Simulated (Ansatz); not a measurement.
# Lattice dynamics of TiSi (model cell, started as wurtzite), part 2 of 3

Aim: the vibrations of TiSi (model cell, started as wurtzite), their spectra, and whether the structure is stable.

Ansatz 0.2.0; DFT LDA, scalar-relativistic, plane waves, PAW.

So far: The starting structure; Relaxation, k-mesh 12×12×6.

The structure was built from a prototype and need not be the compound's stable phase.

### Step 3. Bringing the structure to rest, k-mesh 12×12×8

The relaxation is repeated from its end, on the mesh and smearing that suit the cell and gap now reached.

Contents of input.yaml:

```yaml
crystal:
  lattice:
    - [4.30391044, 0.0, 0.0]
    - [-2.15195522, 3.7272957767, 0.0]
    - [0.0, 0.0, 4.8615047799]
  atoms:
    - { symbol: Ti, position: [0.3333333333, 0.6666666667, -0.062500312] }
    - { symbol: Ti, position: [0.6666666667, 0.3333333333, 0.437499688] }
    - { symbol: Si, position: [0.3333333333, 0.6666666667, 0.437500312] }
    - { symbol: Si, position: [0.6666666667, 0.3333333333, 0.937500312] }
kpoints:
  mp_grid: { grid: [12, 12, 8] }
hamiltonian:
  xc: lda
scf:
  occupations: { method: gaussian, width: 0.1 }
output:
  forces: true
  stress: true
  eigenvalues: true
  write_density: true
  write_potential: true
  elf: true
  volumetric_format: npy
relax:
  adjacent_minimum: "off"
  f_tol: 0.005
  max_steps: 80
  cell: { stress_tol: 0.05 }
```

On the command line:

```console
> ansatz run input.yaml --threads 4 --pin off --max-ram 7168MiB --backend cpu --events-out ev --progress --plain --runs-dir out
```

Numbers of over 12 decimals in the logs are rounded to 6 here.

What it wrote:

```text
[...]
Crystal: 4 atoms, lattice volume = 77.988 Å³
Basis set: ecut = 420 eV, 1511 PW (Γ)
Bands: 20, of which v1, the nominal top of the filled ones, is band 16 counted from 1 (15 counted from 0)
Symmetry: 24 space group operations
[...]
k-points: 95 of 1152
[...]
--- Relaxed structure (1 steps of the walk, 1 accepted, 1 SCFs on fresh bases) ---
[...]
cell:  # Å, volume = 77.9880 Å³
    - [4.303910, 0.0, 0.0]
    - [-2.151955, 3.727296, 0.0]
    - [0.0, 0.0, 4.8615047799]
  atoms:
    - { symbol: Ti, position: [0.333333, 0.666667, -0.062500] }
    - { symbol: Ti, position: [0.666667, 0.333333, 0.437500] }
    - { symbol: Si, position: [0.333333, 0.666667, 0.437500] }
    - { symbol: Si, position: [0.666667, 0.333333, 0.9375] }
[key lines of the parts left out:]
SCF converged after 6 iterations
Free energy (F): -6118.162665 eV
Fermi energy:    8.031142 eV
P = ⅓ Tr σ = 0.0397 GPa (0.397 kbar)
```

Run time: 6.7 s. Hardware: 4 threads of Arm Neoverse V1, shared host; peak memory 0.46 GiB.

Little changed from the start: no atom moved by 0.005 Å and no cell edge by 0.1 %.

This step gave:

| Quantity | Value |
| --- | --- |
| pressure | 0.03972 GPa |

In this step the volume went from 19.50 to 19.50 Å³/atom.

### Step 4. Tight relaxation

Phonons need a cell at rest on their own settings, so the relaxation is repeated with tight tolerances on forces and stress, using the mesh and the filling of the phonon run that follows.

Contents of input.yaml:

```yaml
crystal:
  lattice:
    - [4.30391044, 0.0, 0.0]
    - [-2.15195522, 3.7272957767, 0.0]
    - [0.0, 0.0, 4.8615047799]
  atoms:
    - { symbol: Ti, position: [0.3333333333, 0.6666666667, -0.0625] }
    - { symbol: Ti, position: [0.6666666667, 0.3333333333, 0.4375] }
    - { symbol: Si, position: [0.3333333333, 0.6666666667, 0.4375] }
    - { symbol: Si, position: [0.6666666667, 0.3333333333, 0.9375] }
kpoints:
  mp_grid: { grid: [12, 12, 8] }
hamiltonian:
  xc: lda
scf:
  occupations: { method: methfessel_paxton, width: 0.15 }
output:
  forces: true
  stress: true
  eigenvalues: true
relax:
  adjacent_minimum: "off"
  f_tol: 0.001
  max_steps: 60
  cell: { stress_tol: 0.01 }
```

What it wrote:

```text
[...]
Crystal: 4 atoms, lattice volume = 77.988 Å³
Basis set: ecut = 420 eV, 1511 PW (Γ)
Bands: 20, of which v1, the nominal top of the filled ones, is band 16 counted from 1 (15 counted from 0)
Symmetry: 24 space group operations
[...]
k-points: 95 of 1152
[...]
--- Relaxed structure (2 steps of the walk, 2 accepted, 1 SCFs on fresh bases) ---
[...]
cell:  # Å, volume = 78.0094 Å³
    - [4.304302, 0.0, 0]
    - [-2.152151, 3.727635, 0]
    - [0, 0, 4.861954]
  atoms:
    - { symbol: Ti, position: [0.333333, 0.666667, -0.0625] }
    - { symbol: Ti, position: [0.666667, 0.333333, 0.4375] }
    - { symbol: Si, position: [0.333333, 0.666667, 0.4375] }
    - { symbol: Si, position: [0.666667, 0.333333, 0.9375] }
[key lines of the parts left out:]
SCF converged after 6 iterations
Free energy (F): -6118.160480 eV
Fermi energy:    8.030721 eV
P = ⅓ Tr σ = 0.0034 GPa (0.034 kbar)
```

The job ended after 8.5 s (4 threads; peak memory 0.46 GiB).

Little changed from the start: no atom moved by 0.005 Å and no cell edge by 0.1 %.

Numbers from this step:

```
pressure : 0.003427 GPa
```

The forces vanish by symmetry and the pressure is 0.003 GPa, within the tolerances set. The cell now holds 19.50 Å³/atom. Within 0.01 Å the structure now has space group P6_3/mmc, not the P6_3mc of the start.

### Step 5. Modes at Γ

The zone centre comes first: it holds the modes that light can see, as far as symmetry allows. No field response is asked, since the mesh shows no gap.

input.yaml, the sections that differ from step 4:

```yaml
crystal:
  lattice:
    - [4.3043016265, 0.0, 0.0]
    - [-2.1521508133, 3.7276345541, 0.0]
    - [0.0, 0.0, 4.861953728]
  atoms:
    - { symbol: Ti, position: [0.3333333333, 0.6666666667, -0.0625] }
    - { symbol: Ti, position: [0.6666666667, 0.3333333333, 0.4375] }
    - { symbol: Si, position: [0.3333333333, 0.6666666667, 0.4375] }
    - { symbol: Si, position: [0.6666666667, 0.3333333333, 0.9375] }
output:
  eigenvalues: true
phonons:
  method: dfpt
# kpoints, hamiltonian, scf: as in step 4
# relax: removed
```

What it wrote:

```text
zone centre: on kpoints.mp_grid the ground state, and the responses unless they are solved on pairs of k-points, stand on 215 of the mesh's 1152 k-points, reduced under 4 symmetry operations, with k and −k counted as one. Each operation leaves every solved displacement unchanged or reverses it
[...]
Crystal: 4 atoms, lattice volume = 78.009 Å³
Basis set: ecut = 420 eV, 1511 PW (Γ), exchange–correlation on 60×60×80 points (8 copies of the dense FFT grid, shifted against one another)
Bands: 20, of which v1, the nominal top of the filled ones, is band 16 counted from 1 (15 counted from 0)
Symmetry: 24 space group operations
k-points: 215 of 1152 (irreducible under 4 space group operations, time reversal used)
[...]
SCF iter   1: F=—  HF=-6118.170482 eV  |F-HF|=—  |Δ(HF+E_count)|=         —  Δρ=6.95e-3  dr2=2.70e-2  ethr=1.77e-3  ⟨swp⟩=5.0  Hψ=19859  notcnv=0
[...]
SCF iter  10: F=-6118.160480 eV  HF=-6118.160480 eV  |F-HF|=1.82e-12  |Δ(HF+E_count)|=  1.82e-12  S|Δr|=    0.00e0  Δρ=3.84e-8  dr2=1.26e-12  ethr=1.00e-12  ⟨swp⟩=5.4  Hψ=17502  notcnv=0
SCF 1 converged in 10 iterations: F = -6118.160480 eV  dr2 = 1.26e-12
[...]
DFPT response loops at Γ: preconditioner auto → Kerker (q_TF=auto, 2.352 Å⁻¹) (partly filled bands, converged f_vac=0.000); β = 1.00, the filter's whole step (`scf.mixing.beta` (0.50) is not read by the response loops under this deck's `scf.mixing.preconditioner`; to damp them name `kerker` or `kerker_dos`, under which they read `scf.mixing.beta`, and type it under 1.00, their step now; both keys bind the ground state too); Broyden in place of MSR1
SCF converged after 10 iterations
[...]
Free energy (F): -6118.160480 eV
[...]
Internal energy: -6118.162386 eV  (E = F + TS)
E sigma→0 (E₀):  -6118.160956 eV
Entropy (-TS):   0.001906 eV (0.477 meV/atom)
Fermi energy:    8.030720 eV
[...]
--- Band table (eV; the first three rows and the last of 215) ---
  k-point 0: bands = [... 12 lower, 6.4683, 6.9118, 6.9118, 8.2370, 8.2370, 8.8832, 10.0456, 10.0456]
  k-point 1: bands = [... 12 lower, 6.4352, 6.7906, 6.7906, 8.4405, 8.4405, 8.6399, 10.1019, 10.1019]
  k-point 2: bands = [... 12 lower, 6.3623, 6.5710, 6.5710, 7.9931, 8.8924, 8.8924, 10.1900, 10.1900]
  k-point 214: bands = [... 12 lower, 6.2594, 6.2594, 7.3123, 7.3123, 8.7772, 8.7772, 9.8272, 9.8272]
--- Phonons (Γ-DFPT): 4 representative perturbations + reference, on 215 of 1152 k-points (Σ response iterations 12) ---
  k mesh reduced under 4 symmetry operations, with k and −k counted as one. Each operation leaves every solved displacement unchanged or reverses it
  ASR residual: 1.805e-5 → 0.000e0 eV/Å²; symmetrization residual: 4.343e-6 eV/Å²
  ASR residual per site (eV/Å²): 1.81e-5 1.81e-5 6.20e-6 6.20e-6
  Γ frequencies (cm⁻¹): 0.00 0.00 0.00 118.43 167.98 167.98 343.94 343.94 368.09 368.09 440.28 451.15
  non-analytic LO–TO correction: not included (Born effective charges unavailable; polar crystals: no LO–TO splitting at Γ)
```

Run time: 47 s. Hardware: 4 threads; peak memory 1.5 GiB; 2.7 min of CPU time.

Numbers from this step:

```yaml
sum_rule_residual_before_enforcement: 1.81e-5 eV/Å²
point_group: 6/mmm
highest_optical_mode_at_the_zone_centre_no_lo_to_term: 451.1 cm⁻¹
lowest_optical_zone_centre_mode: 118.4 cm⁻¹
```

Patterns of degenerate modes are one choice out of their space. The modes at Γ (shares of kinetic energy by element, %):

| mode | frequency (cm⁻¹) | symmetry | Ti % | Si % |
| --- | --- | --- | --- | --- |
| 1 | 0.0 | acoustic | 63 | 37 |
| 2 | 0.0 | acoustic | 63 | 37 |
| 3 | 0.0 | acoustic | 63 | 37 |
| 4 | 118.4 | B1g | 64 | 36 |
| 5 | 168.0 | E2g | 65 | 35 |
| 6 | 168.0 | E2g | 65 | 35 |
| 7 | 343.9 | E2g | 35 | 65 |
| 8 | 343.9 | E2g | 35 | 65 |
| 9 | 368.1 | E1u | 37 | 63 |
| 10 | 368.1 | E1u | 37 | 63 |
| 11 | 440.3 | A2u | 37 | 63 |
| 12 | 451.1 | B1g | 36 | 64 |

Displacements in mode 4 (118.4 cm⁻¹), the largest set to 1:
```
Ti1  0.00  0.00  1.00
Ti2  0.00  0.00 -1.00
Si3  0.00  0.00  0.98
Si4  0.00  0.00 -0.98
```

Displacements in mode 11 (440.3 cm⁻¹), the largest set to 1:
```
Ti1  0.00  0.00 -0.59
Ti2  0.00  0.00 -0.59
Si3  0.00  0.00  1.00
Si4  0.00  0.00  1.00
```

Before it was imposed, the acoustic sum rule was missed by 1.8e-5 eV/Å². Small misses are needed for a sound result but don't prove that mesh and cutoff are converged. The lowest optical mode is real, 118 cm⁻¹.

### Step 6. Phonons on a q mesh

Stability and thermal properties need the whole zone. Linear response on a 2×2×2 q mesh gives force constants as far as a supercell of that size would.

input.yaml, as its differences from that of step 5:

```diff
@@ -20 +20,9 @@
   method: dfpt
+  qmesh: [2, 2, 2]
+  temperatures: { t_max: 1000, t_step: 50 }
+  qpath:
+    path:
+      - [[0.0, 0.0, 0.0], [0.5, 0.0, 0.0], [0.33333333, 0.33333333, 0.0], [0.0, 0.0, 0.0], [0.0, 0.0, 0.5], [0.5, 0.0, 0.5], [0.33333333, 0.33333333, 0.5], [0.0, 0.0, 0.5]]
+      - [[0.5, 0.0, 0.5], [0.5, 0.0, 0.0]]
+      - [[0.33333333, 0.33333333, 0.5], [0.33333333, 0.33333333, 0.0]]
+    npoints: 10
```

What it wrote:

```text
Warning: phonons: the dynamical matrix that this run interpolates holds no multipole term above the dipole-dipole one, and a site of this crystal is no centre of inversion, so its interpolated transverse optical and acoustic branches and sound speeds can stay off near Gamma, and the density of states and the thermodynamics with them. What a run solves at a wave vector of phonons.qpoints, Gamma apart, where the deck admits one, is free of this, and under fd what a larger phonons.supercell samples
[...]
Crystal: 4 atoms, lattice volume = 78.009 Å³
Basis set: ecut = 420 eV, 1511 PW (Γ), exchange–correlation on 60×60×80 points (8 copies of the dense FFT grid, shifted against one another)
Bands: 20, of which v1, the nominal top of the filled ones, is band 16 counted from 1 (15 counted from 0)
Symmetry: 24 space group operations
k-points: 95 of 1152
[...]
SCF iter   1: F=—  HF=-6118.170470 eV  |F-HF|=—  |Δ(HF+E_count)|=         —  Δρ=6.95e-3  dr2=2.70e-2  ethr=1.77e-3  ⟨swp⟩=5.1  Hψ=8776  notcnv=0
[...]
SCF iter  10: F=-6118.160480 eV  HF=-6118.160480 eV  |F-HF|=9.09e-13  |Δ(HF+E_count)|=  4.55e-12  S|Δr|=    0.00e0  Δρ=3.87e-8  dr2=1.28e-12  ethr=1.00e-12  ⟨swp⟩=5.4  Hψ=7783  notcnv=0
SCF 1 converged in 10 iterations: F = -6118.160480 eV  dr2 = 1.28e-12
[...]
SCF iter   1: F=—  HF=-6118.160481 eV  |F-HF|=—  |Δ(HF+E_count)|=         —  Δρ=2.36e-7  dr2=3.98e-11  ethr=2.91e-8  ⟨swp⟩=4.0  Hψ=14663  notcnv=0
eigensolver tolerance schedule: the retry pair's looser diagonalisation over-reported the residual by 233504.98 of it (diagonalisation noise at an unbounded share of the residual, at the tolerance the schedule requests for it); recorded, not acted on — ethr = c·dr2/N_el stays at c = 1.0e-1
[...]
SCF iter   2: F=—  HF=-6118.160480 eV  |F-HF|=—  |Δ(HF+E_count)|=   1.45e-6  S|Δr|=    0.00e0  Δρ=1.38e-7  dr2=1.42e-11  ethr=1.00e-12  ⟨swp⟩=3.1  Hψ=4410  notcnv=0
SCF iter   3: F=-6118.160480 eV  HF=-6118.160480 eV  |F-HF|=2.73e-12  |Δ(HF+E_count)|=  2.73e-12  S|Δr|=    0.00e0  Δρ=7.78e-8  dr2=4.18e-12  ethr=1.00e-12  ⟨swp⟩=2.3  Hψ=4006  notcnv=0
SCF 2 converged in 3 iterations: F = -6118.160480 eV  dr2 = 4.18e-12
phonons: the bands overlap, so this run is a metal and interpolates without the dipole-dipole term. If the crystal is really an insulator or semiconductor, its LO-TO splitting is missing
NSCF: frozen V_eff on 95 k-points
[...]
DFPT response loops at q = (0, 0, 0) (fractional): preconditioner auto → Kerker (q_TF=auto, 2.352 Å⁻¹) (partly filled bands, converged f_vac=0.000); β = 1.00, the filter's whole step (`scf.mixing.beta` (0.50) is not read by the response loops under this deck's `scf.mixing.preconditioner`; to damp them name `kerker` or `kerker_dos`, under which they read `scf.mixing.beta`, and type it under 1.00, their step now; both keys bind the ground state too); Broyden in place of MSR1
[...]
SCF converged after 10 iterations
[...]
Free energy (F): -6118.160480 eV
[...]
Internal energy: -6118.162386 eV  (E = F + TS)
E sigma→0 (E₀):  -6118.160956 eV
Entropy (-TS):   0.001906 eV (0.477 meV/atom)
Fermi energy:    8.030720 eV
[...]
--- Band table (eV; the first three rows and the last of 95) ---
  k-point 0: bands = [... 12 lower, 6.4683, 6.9118, 6.9118, 8.2370, 8.2370, 8.8832, 10.0456, 10.0456]
  k-point 1: bands = [... 12 lower, 6.4352, 6.7906, 6.7906, 8.4405, 8.4405, 8.6399, 10.1019, 10.1019]
  k-point 2: bands = [... 12 lower, 6.3623, 6.5710, 6.5710, 7.9931, 8.8924, 8.8924, 10.1900, 10.1900]
  k-point 94: bands = [... 12 lower, 6.0292, 6.0292, 7.4649, 7.4649, 8.5281, 8.5281, 10.0060, 10.0060]
--- Phonons (Γ-DFPT): 4 representative perturbations + reference (Σ response iterations 12) ---
  ASR residual: 2.269e-5 → 0.000e0 eV/Å²; symmetrization residual: 4.315e-6 eV/Å²
  ASR residual per site (eV/Å²): 2.27e-5 2.27e-5 6.48e-6 6.48e-6
[...]
--- Phonons (arbitrary-q DFPT): 4 irreducible q on the 2×2×2 mesh ---
  q = [0.0000, 0.0000, 0.0000] (star 1, of the zone-centre solve; hermiticity 6.38e-7, symmetrization 2.45e-11): -0.00 0.00 0.00 118.43 167.98 167.98 343.94 343.94 368.09 368.09 440.28 451.15
  q = [0.0000, 0.0000, -0.5000] (star 1, 4 solved perturbations in 620 linear systems a pass and spin channel, the states on 215 of 1152 k-point pairs; hermiticity 4.91e-7, symmetrization 7.99e-10): 96.88 96.88 96.88 96.88 292.57 292.57 356.39 356.39 356.39 356.39 361.34 361.34
  q = [0.0000, -0.5000, 0.0000] (star 3, 6 solved perturbations on 215 of 1152 k-point pairs; hermiticity 3.32e-7, symmetrization 5.61e-11): -21.42 76.52 106.43 157.28 205.38 221.27 320.61 326.67 353.21 384.70 447.25 455.81
[...]
sum rule: each row above includes the acoustic sum rule's correction from the zone centre's row sums; it moved no ω² by more than (0.36 cm⁻¹)²
  mesh force constants: q→R imaginary residual 2.79e-17; ASR residual 2.269e-5 → 0.000e0 eV/Å²; symmetrization residual 7.105e-15 eV/Å²
  interpolated dispersion: 93 rows × 12 modes
  density of states and harmonic sums: on the 18×18×14 q-mesh, interpolated from the force constants of a 2×2×2 supercell (no non-analytic term)
  largest difference from the sums on the solved wave vectors: F 1.53e-1 eV, S 2.11e-4 and C_V 5.75e-5 eV/K
  zero-point energy: 0.196112 eV/cell   skipped modes (ω ≤ 0): 35, of them read as no rigid motion or as one in doubt: 32 (8.267e-2 modes/cell left out, lowest -21.42 cm⁻¹)   left out of the sums: 6.94e-3 of the cell's modes: C_V's classical limit lies that fraction below 3 k_B per atom; for a crystal, a wire or a layer, F and S can be off by more, and a phonons.interpolated_qmesh denser along its periods is the remedy for the sampling
```

Run time: 3 min. Hardware: 4 threads; peak memory 1.1 GiB.

Numbers from this step:

```yaml
sum_rule_residual_before_enforcement: 2.27e-5 eV/Å²
lowest_frequency_on_the_path: -21.42 cm⁻¹
highest_frequency_on_the_path_or_at_a_solved_wavevector: 455.8 cm⁻¹
lowest_mode_on_the_q_mesh_acoustic_modes_at_gamma_apart: -21.42 cm⁻¹
```

Frequencies (cm⁻¹) solved at each irreducible wavevector; negative means imaginary. Frequencies by wavevector, by row:

| q in reciprocal lattice units | star | mode 1 | mode 2 | mode 3 | mode 4 | mode 10 | mode 11 | mode 12 |
| --- | --- | --- | --- | --- | --- | --- | --- | --- |
| 0 0 0 | 1 | 0 | 0 | 0 | 118.4 | 368.1 | 440.3 | 451.1 |
| 0 0 -0.5 | 1 | 96.9 | 96.9 | 96.9 | 96.9 | 356.4 | 361.3 | 361.3 |
| 0 -0.5 0 | 3 | -21.4 | 76.5 | 106.4 | 157.3 | 384.7 | 447.2 | 455.8 |
| 0 -0.5 -0.5 | 3 | 89.2 | 89.2 | 204.7 | 204.7 | 366.9 | 369.6 | 369.6 |

Interpolated from a 2×2×2 q mesh, rough between the solved points. The phonon branches at the labelled points (cm⁻¹):

| point | branch 1 | branch 2 | branch 3 | branch 4 | branch 9 | branch 10 | branch 11 | branch 12 |
| --- | --- | --- | --- | --- | --- | --- | --- | --- |
| Γ | 0 | 0 | 0 | 118 | 368 | 368 | 440 | 451 |
| halfway | -18 | 49 | 115 | 130 | 354 | 377 | 447 | 450 |
| M | -21 | 76 | 106 | 157 | 353 | 385 | 447 | 456 |
| halfway | 36 | 82 | 103 | 151 | 358 | 383 | 449 | 455 |
| K | 54 | 94 | 94 | 146 | 362 | 382 | 452 | 452 |
| halfway | 19 | 56 | 114 | 142 | 354 | 378 | 449 | 450 |
| Γ | 0 | 0 | 0 | 118 | 368 | 368 | 440 | 451 |
| halfway | 42 | 42 | 147 | 147 | 365 | 365 | 417 | 420 |
| A | 97 | 97 | 97 | 97 | 356 | 356 | 361 | 361 |
| halfway | 93 | 93 | 151 | 151 | 363 | 363 | 365 | 365 |
| L | 89 | 89 | 205 | 205 | 367 | 367 | 370 | 370 |
| halfway | 88 | 88 | 216 | 216 | 367 | 367 | 371 | 371 |
| H | 86 | 86 | 230 | 230 | 366 | 366 | 372 | 372 |
| halfway | 91 | 91 | 165 | 165 | 364 | 364 | 366 | 366 |
| A | 97 | 97 | 97 | 97 | 356 | 356 | 361 | 361 |
| jump to L | 89 | 89 | 205 | 205 | 367 | 367 | 370 | 370 |
| halfway | 34 | 138 | 184 | 202 | 358 | 380 | 420 | 430 |
| M | -21 | 76 | 106 | 157 | 353 | 385 | 447 | 456 |
| jump to H | 86 | 86 | 230 | 230 | 366 | 366 | 372 | 372 |
| halfway | 57 | 128 | 197 | 197 | 365 | 379 | 426 | 426 |
| K | 54 | 94 | 94 | 146 | 362 | 382 | 452 | 452 |

Tetrahedra on a 18×18×14 mesh, mean over bins of 5 cm-1. Interpolated from a 2×2×2 q mesh, rough between the solved points. The phonon density of states by wavenumber; read off at these points:

wavenumber (cm⁻¹), phonon density of states (1/cm⁻¹/cell) and a bar:
```
      -22     0.0001 
       -8     0.0037 #
       12     0.0054 ##
       28     0.0111 ####
       42     0.0159 ######
       62     0.0145 #####
       78     0.0162 ######
       92     0.0176 ######
      108     0.0218 ########
      128     0.0299 ###########
      142     0.0210 ########
      152     0.0435 ################
      158     0.0305 ###########
      178     0.0217 ########
      192     0.0286 ###########
      208     0.0365 ##############
      228     0.0263 ##########
      242     0.0083 ###
      258     0.0085 ###
      278     0.0096 ####
      292     0.0175 ######
      308     0.0261 ##########
      322     0.0570 #####################
      328     0.0493 ##################
      342     0.0377 ##############
      358     0.0808 ##############################
      372     0.0784 #############################
      392     0.0145 #####
      408     0.0153 ######
      422     0.0188 #######
      442     0.0389 ##############
      448     0.0531 ####################
      458     0.0006
```

(Continued in part 3 of 3.)

[Logs are printed without paths, hosts, clocks, repeated set-up lines and the standing remarks that a program may print on its own settings, such as how far it seeks lower states.]

[Hosts, paths, dates, database ids (printed as entryN), source tags and the programs' standing remarks are cut or masked in the printed files.]
